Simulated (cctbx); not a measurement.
**Li2SnP2 with cctbx, script by script**

Library: cctbx 2025.11. The data are simulated by the first script.

## 1. Simulate the data

run.py:

```python
from cctbx import adptbx, crystal, miller, sgtbx, xray
from cctbx.array_family import flex
from iotbx.shelx import hklf
from scitbx import matrix
import scitbx.random

cs = crystal.symmetry(unit_cell=(4.099, 4.099, 6.424, 90, 90, 120), space_group_symbol='Hall: -P 3 2"')  # P-3m1
atoms = [  # label, site, U (iso, or U11 U22 U33 U12 U13 U23 in A^2), occupancy
    ("Sn1", (0, 0, 0), (0.0093, 0.0093, 0.0092, 0.0047, -0.0000, 0.0000), 1),
    ("P1", (1/3, 2/3, 0.2375), (0.0208, 0.0208, 0.0270, 0.0104, 0.0000, 0.0000), 1),
    ("Li1", (1/3, 2/3, 0.6246), (0.0153, 0.0153, 0.0227, 0.0077, 0.0000, 0.0000), 1),
]
xs = xray.structure(crystal_symmetry=cs)
for label, site, u, occ in atoms:
    u = adptbx.u_cif_as_u_star(cs.unit_cell(), u) if isinstance(u, tuple) else u
    xs.add_scatterer(xray.scatterer(label, site=site, u=u, occupancy=occ))
xs.set_inelastic_form_factors(1.54184, "sasaki")
xs.show_summary()
p1 = xs.expand_to_p1()
ms = miller.build_set(p1, anomalous_flag=True, d_min=0.83)
flex.set_random_seed(758516)
scitbx.random.set_random_seed(758516)
ms = ms.select(flex.random_double(ms.size()) < 0.95)
i = ms.structure_factors_from_scatterers(p1, algorithm="direct").f_calc().as_intensity_array().data()
i = i * 20000 / flex.max(i)
sig = flex.sqrt(i + flex.pow2(0.02 * i) + 4 ** 2)
noise = scitbx.random.variate(scitbx.random.normal_distribution())(i.size())
data = ms.array(data=i + sig * noise, sigmas=sig).set_observation_type_xray_intensity()
with open("data.hkl", "w") as f:
    data.export_as_shelx_hklf(f)
print("reflections written:", data.size(), " <I/sigma> = %.1f" % flex.mean(data.data() / data.sigmas()))
for h, a, b in list(data.sort("data"))[:12]:
    print("%4d%4d%4d %9.1f %7.1f" % (h + (a, b)))
```

```console
$ python run.py
```

```text
Number of scatterers: 3
At special positions: 3
Unit cell: (4.099, 4.099, 6.424, 90, 90, 120)
Space group: P -3 m 1 (No. 164)
reflections written: 659  <I/sigma> = 36.5
   0  -1  -1   20541.7   424.3
  -1   0   1   20085.0   424.3
   0   1   1   19972.2   424.3
   1  -1   1   19792.8   424.3
   1   0  -1   19526.2   424.3
  -1   1  -1   19411.1   424.3
  -2   1   0   18553.4   393.8
  -1  -1   0   18488.8   393.8
   1  -2   0   18453.6   393.8
   2  -1   0   18352.4   393.8
   1   1   0   18197.0   393.8
  -1   2   0   17979.5   393.8
```

It took 0.38 s on 1 thread of Arm Neoverse N1 (shared host), peak memory 0.07 GiB.

## 2. Refinement (right model, isotropic)

run.py:

```python
import math
from cctbx import adptbx, crystal, maptbx, sgtbx, xray
from cctbx.array_family import flex
from cctbx.xray import observations
from iotbx.shelx import hklf
from scitbx.lstbx import normal_eqns_solving
from smtbx import absolute_structure, utils
from smtbx.refinement import constraints, least_squares

cs = crystal.symmetry(unit_cell=(4.099, 4.099, 6.424, 90, 90, 120), space_group_symbol='Hall: -P 3 2"')  # P-3m1
atoms = [  # label, site, U (iso, or U11 U22 U33 U12 U13 U23 in A^2), occupancy
    ("Sn1", (0, 0, 0), 0.0200, 1),
    ("P1", (1/3, 2/3, 0.2396), 0.0200, 1),
    ("Li1", (1/3, 2/3, 0.6248), 0.0200, 1),
]
xs = xray.structure(crystal_symmetry=cs)
for label, site, u, occ in atoms:
    u = adptbx.u_cif_as_u_star(cs.unit_cell(), u) if isinstance(u, tuple) else u
    xs.add_scatterer(xray.scatterer(label, site=site, u=u, occupancy=occ))
xs.set_inelastic_form_factors(1.54184, "sasaki")
raw = hklf.reader(file_name="data.hkl").as_miller_arrays(crystal_symmetry=cs, anomalous=True)[0]
merged = raw.eliminate_sys_absent().merge_equivalents()
fo2 = merged.array().set_observation_type_xray_intensity()
print("Rint %.3f, %d unique reflections to %.2f A" % (merged.r_int(), fo2.size(), fo2.d_min()))
for sc in xs.scatterers():
    sc.flags.set_grad_site(True)
    sc.flags.set_grad_u_aniso(sc.flags.use_u_aniso())
    sc.flags.set_grad_u_iso(sc.flags.use_u_iso())
obs = fo2.as_xray_observations()
extra = {}
rep = constraints.reparametrisation(xs, [], utils.connectivity_table(xs), **extra)
ls = least_squares.crystallographic_ls(obs, rep, weighting_scheme=least_squares.mainstream_shelx_weighting(a=0, b=0))
print("cycle     R1     wR2    GooF  max shift (A)")
for cycle in range(8):
    ls.build_up()
    r1, wr2, goof = ls.r1_factor(cutoff_factor=2)[0], ls.wR2(), ls.goof()
    old = xs.sites_cart()
    normal_eqns_solving.levenberg_marquardt_iterations(ls, n_max_iterations=3, tau=1e-06, step_threshold=1e-7)
    big = flex.max((xs.sites_cart() - old).norms())
    print("%4d %7.4f %7.4f %7.3f %9.5f" % (cycle + 1, r1, wr2, goof, big))
    ls.build_up(objective_only=True)
    if abs(ls.wR2() - wr2) < 5e-5 and big < 5e-4:
        break
ls.build_up()
print("final R1 %.4f wR2 %.4f GooF %.3f  parameters %d  data/parameter %.1f" % (ls.r1_factor(cutoff_factor=2)[0], ls.wR2(), ls.goof(), ls.n_parameters, fo2.size() / ls.n_parameters))
cov = ls.covariance_matrix_and_annotations()
su = dict(zip(cov.annotations, (math.sqrt(max(v, 0)) for v in cov.matrix.matrix_packed_u_diagonal())))
a2 = cs.unit_cell().reciprocal_parameters()[0] ** -2
print("atom        x        y        z      Ueq    occ   su(xyz)  su(Uiso or U11)")
for sc in xs.scatterers():
    s = max(su.get(sc.label + k, 0) for k in (".x", ".y", ".z"))
    npd = "" if sc.is_positive_definite_u(cs.unit_cell()) else "  NPD"
    print("%-5s %8.5f %8.5f %8.5f %8.4f %6.3f %8.5f %7.4f%s" % ((sc.label,) + sc.site + (sc.u_iso_or_equiv(cs.unit_cell()), sc.occupancy, s, su.get(sc.label + ".uiso", su.get(sc.label + ".u11", 0) * a2), npd)))
fo = fo2.f_sq_as_f()
fc = fo.structure_factors_from_scatterers(xs, algorithm="direct").f_calc()
diff = fo.f_obs_minus_f_calc(1 / math.sqrt(ls.scale_factor()), fc).average_bijvoet_mates()
m = diff.fft_map(symmetry_flags=maptbx.use_space_group_symmetry, resolution_factor=0.25).apply_volume_scaling()
print("difference map: max %.2f min %.2f rms %.2f" % (m.statistics().max(), m.statistics().min(), m.statistics().sigma()))
peaks = m.peak_search(parameters=maptbx.peak_search_parameters(min_distance_sym_equiv=0.6, max_clusters=6)).all()
near = xs.closest_distances(peaks.sites(), distance_cutoff=4)
sps = cs.special_position_settings(min_distance_sym_equiv=0.5)
for k, (x, h) in enumerate(zip(peaks.sites(), peaks.heights())):
    ss = sps.site_symmetry(x)
    print("Q%-3d %7.4f %7.4f %7.4f %4d %7.2f  %.2f A from %s" % ((k + 1,) + tuple(t % 1 for t in ss.exact_site()) + (ss.multiplicity(), h, near.smallest_distances[k], xs.scatterers()[near.i_seqs[k]].label)))
```

```console
$ python run.py
```

```text
Rint 0.018, 86 unique reflections to 0.84 A
cycle     R1     wR2    GooF  max shift (A)
   1  0.0850  0.2001  19.907   0.01302
   2  0.0077  0.0191   1.896   0.00001
final R1 0.0077 wR2 0.0191 GooF 1.896  parameters 5  data/parameter 17.2
atom        x        y        z      Ueq    occ   su(xyz)  su(Uiso or U11)
Sn1    0.00000  0.00000  0.00000   0.0092  1.000  0.00000  0.0001
P1     0.33333  0.66667  0.23757   0.0231  1.000  0.00017  0.0003
Li1    0.33333  0.66667  0.62521   0.0199  1.000  0.00115  0.0014
difference map: max 0.60 min -0.28 rms 0.06
Q1    0.3333  0.6667  0.1543    2    0.64  0.53 A from P1
Q2    0.3333  0.6667  0.3187    2    0.48  0.52 A from P1
Q3    0.3333  0.6667  0.5757    2    0.20  0.32 A from Li1
Q4    0.3333  0.6667  0.6990    2    0.20  0.47 A from Li1
Q5    0.1002  0.2004  0.4783    6    0.15  1.91 A from Li1
Q6    0.0000  0.0000  0.5000    1    0.12  2.50 A from Li1
```

Time: 0.59 s.

## 3. Refinement (right model, anisotropic)

run.py, as its changes from the last script of this kind:

```diff
@@ -12,3 +12,3 @@
-    ("Sn1", (0, 0, 0), 0.0200, 1),
-    ("P1", (1/3, 2/3, 0.2396), 0.0200, 1),
-    ("Li1", (1/3, 2/3, 0.6248), 0.0200, 1),
+    ("Sn1", (0, 0, 0), 0.0092, 1),
+    ("P1", (1/3, 2/3, 0.23757), 0.0231, 1),
+    ("Li1", (1/3, 2/3, 0.62521), 0.0199, 1),
@@ -20,0 +21 @@
+xs.convert_to_anisotropic()
```

```console
$ python run.py
```

```text
Rint 0.018, 86 unique reflections to 0.84 A
cycle     R1     wR2    GooF  max shift (A)
   1  0.0077  0.0191   1.932   0.00111
   2  0.0043  0.0100   1.011   0.00000
final R1 0.0043 wR2 0.0100 GooF 1.011  parameters 8  data/parameter 10.8
atom        x        y        z      Ueq    occ   su(xyz)  su(Uiso or U11)
Sn1    0.00000  0.00000  0.00000   0.0092  1.000  0.00000  0.0001
P1     0.33333  0.66667  0.23746   0.0230  1.000  0.00009  0.0002
Li1    0.33333  0.66667  0.62504   0.0187  1.000  0.00063  0.0011
difference map: max 0.13 min -0.17 rms 0.04
Q1    0.0977  0.1955  0.4807    6    0.13  1.91 A from Li1
Q2    0.3333  0.6667  0.0720    2    0.13  1.06 A from P1
Q3    0.0000  0.0000  0.5000    1    0.11  2.50 A from Li1
Q4    0.0000  0.5000  0.0000    3    0.11  1.93 A from P1
Q5    0.2007  0.4015  0.6149    6    0.09  0.94 A from Li1
Q6    0.1656  0.3311  0.4046    6    0.08  1.60 A from P1
```

Time: 0.59 s.

## 4. Refinement

run.py, as its changes from the last script of this kind:

```diff
@@ -12 +12 @@
-    ("Sn1", (0, 0, 0), 0.0092, 1),
+    ("Cd1", (0, 0, 0), 0.0092, 1),
@@ -35 +35 @@
-for cycle in range(8):
+for cycle in range(12):
```

```console
$ python run.py
```

```text
Rint 0.018, 86 unique reflections to 0.84 A
cycle     R1     wR2    GooF  max shift (A)
   1  0.0155  0.0384   3.889   0.00160
   2  0.0078  0.0187   1.896   0.00000
final R1 0.0078 wR2 0.0187 GooF 1.896  parameters 8  data/parameter 10.8
atom        x        y        z      Ueq    occ   su(xyz)  su(Uiso or U11)
Cd1    0.00000  0.00000  0.00000   0.0089  1.000  0.00000  0.0002
P1     0.33333  0.66667  0.23733   0.0257  1.000  0.00018  0.0004
Li1    0.33333  0.66667  0.62496   0.0215  1.000  0.00118  0.0020
difference map: max 0.18 min -0.32 rms 0.07
Q1    0.3333  0.6667  0.0561    2    0.19  1.16 A from P1
Q2    0.0949  0.1899  0.4815    6    0.16  1.93 A from Li1
Q3    0.0000  0.4187  0.0000    6    0.16  1.72 A from Cd1
Q4    0.0000  0.0000  0.5000    1    0.14  2.50 A from Li1
Q5    0.1538  0.3076  0.8469    6    0.12  1.47 A from Cd1
Q6    0.0739  0.4093  0.1290   12    0.11  1.27 A from P1
```

Time: 0.57 s.

This run holds a fault made on purpose: wrong element: Cd1 is Sn.

## 5. Refinement

run.py, as its changes from the last script of this kind:

```diff
@@ -12 +12 @@
-    ("Cd1", (0, 0, 0), 0.0092, 1),
+    ("Sn1", (0, 0, 0), 0.0092, 1),
@@ -20 +20 @@
-xs.set_inelastic_form_factors(1.54184, "sasaki")
+# no anomalous dispersion
```

```console
$ python run.py
```

```text
Rint 0.018, 86 unique reflections to 0.84 A
cycle     R1     wR2    GooF  max shift (A)
   1  0.0098  0.0246   2.489   0.00140
   2  0.0049  0.0114   1.156   0.00000
final R1 0.0049 wR2 0.0114 GooF 1.156  parameters 8  data/parameter 10.8
atom        x        y        z      Ueq    occ   su(xyz)  su(Uiso or U11)
Sn1    0.00000  0.00000  0.00000   0.0086  1.000  0.00000  0.0001
P1     0.33333  0.66667  0.23745   0.0215  1.000  0.00011  0.0002
Li1    0.33333  0.66667  0.62499   0.0204  1.000  0.00073  0.0012
difference map: max 0.18 min -0.18 rms 0.04
Q1    0.3333  0.6667  0.1624    2    0.19  0.48 A from P1
Q2    0.0986  0.1972  0.4824    6    0.13  1.90 A from Li1
Q3    0.0000  0.0000  0.5000    1    0.11  2.50 A from Li1
Q4    0.0000  0.5000  0.0000    3    0.10  1.93 A from P1
Q5    0.1688  0.3377  0.4044    6    0.09  1.59 A from P1
Q6    0.1995  0.3990  0.6108    6    0.09  0.95 A from Li1
```

Time: 0.55 s.

This run holds a fault made on purpose: anomalous dispersion left out.

## 6. Refinement

run.py, as its changes from the last script of this kind:

```diff
@@ -12,3 +12,3 @@
-    ("Sn1", (0, 0, 0), 0.0092, 1),
-    ("P1", (1/3, 2/3, 0.23757), 0.0231, 1),
-    ("Li1", (1/3, 2/3, 0.62521), 0.0199, 1),
+    ("Sn1", (0, 0, 0), 0.0200, 1),
+    ("P1", (1/3, 2/3, 0.1837), 0.0200, 1),
+    ("Li1", (1/3, 2/3, 0.7575), 0.0200, 1),
@@ -20,2 +20 @@
-# no anomalous dispersion
-xs.convert_to_anisotropic()
+xs.set_inelastic_form_factors(1.54184, "sasaki")
@@ -35 +34 @@
-for cycle in range(12):
+for cycle in range(10):
@@ -39 +38 @@
-    normal_eqns_solving.levenberg_marquardt_iterations(ls, n_max_iterations=3, tau=1e-06, step_threshold=1e-7)
+    normal_eqns_solving.levenberg_marquardt_iterations(ls, n_max_iterations=3, tau=0.0001, step_threshold=1e-7)
```

```console
$ python run.py
```

```text
Rint 0.018, 86 unique reflections to 0.84 A
cycle     R1     wR2    GooF  max shift (A)
   1  0.3098  0.6052  60.212   1.25056
   2  0.0478  0.1216  12.095   0.39122
   3  0.0077  0.0193   1.919   0.00954
   4  0.0077  0.0191   1.896   0.00000
final R1 0.0077 wR2 0.0191 GooF 1.896  parameters 5  data/parameter 17.2
atom        x        y        z      Ueq    occ   su(xyz)  su(Uiso or U11)
Sn1    0.00000  0.00000  0.00000   0.0092  1.000  0.00000  0.0001
P1     0.33333  0.66667  0.23757   0.0231  1.000  0.00017  0.0003
Li1    0.33333  0.66667  0.62521   0.0199  1.000  0.00115  0.0014
difference map: max 0.60 min -0.28 rms 0.06
Q1    0.3333  0.6667  0.1543    2    0.64  0.53 A from P1
Q2    0.3333  0.6667  0.3187    2    0.48  0.52 A from P1
Q3    0.3333  0.6667  0.5757    2    0.20  0.32 A from Li1
Q4    0.3333  0.6667  0.6990    2    0.20  0.47 A from Li1
Q5    0.1002  0.2004  0.4783    6    0.15  1.91 A from Li1
Q6    0.0000  0.0000  0.5000    1    0.12  2.50 A from Li1
```

It took 0.66 s on 1 thread of Arm Neoverse N1 (shared host), peak memory 0.09 GiB.

This run holds a fault made on purpose: start far from the minimum.

[Logs are printed without paths, hosts, clocks, repeated set-up lines and the standing remarks that a program may print on its own settings, such as how far it seeks lower states.]
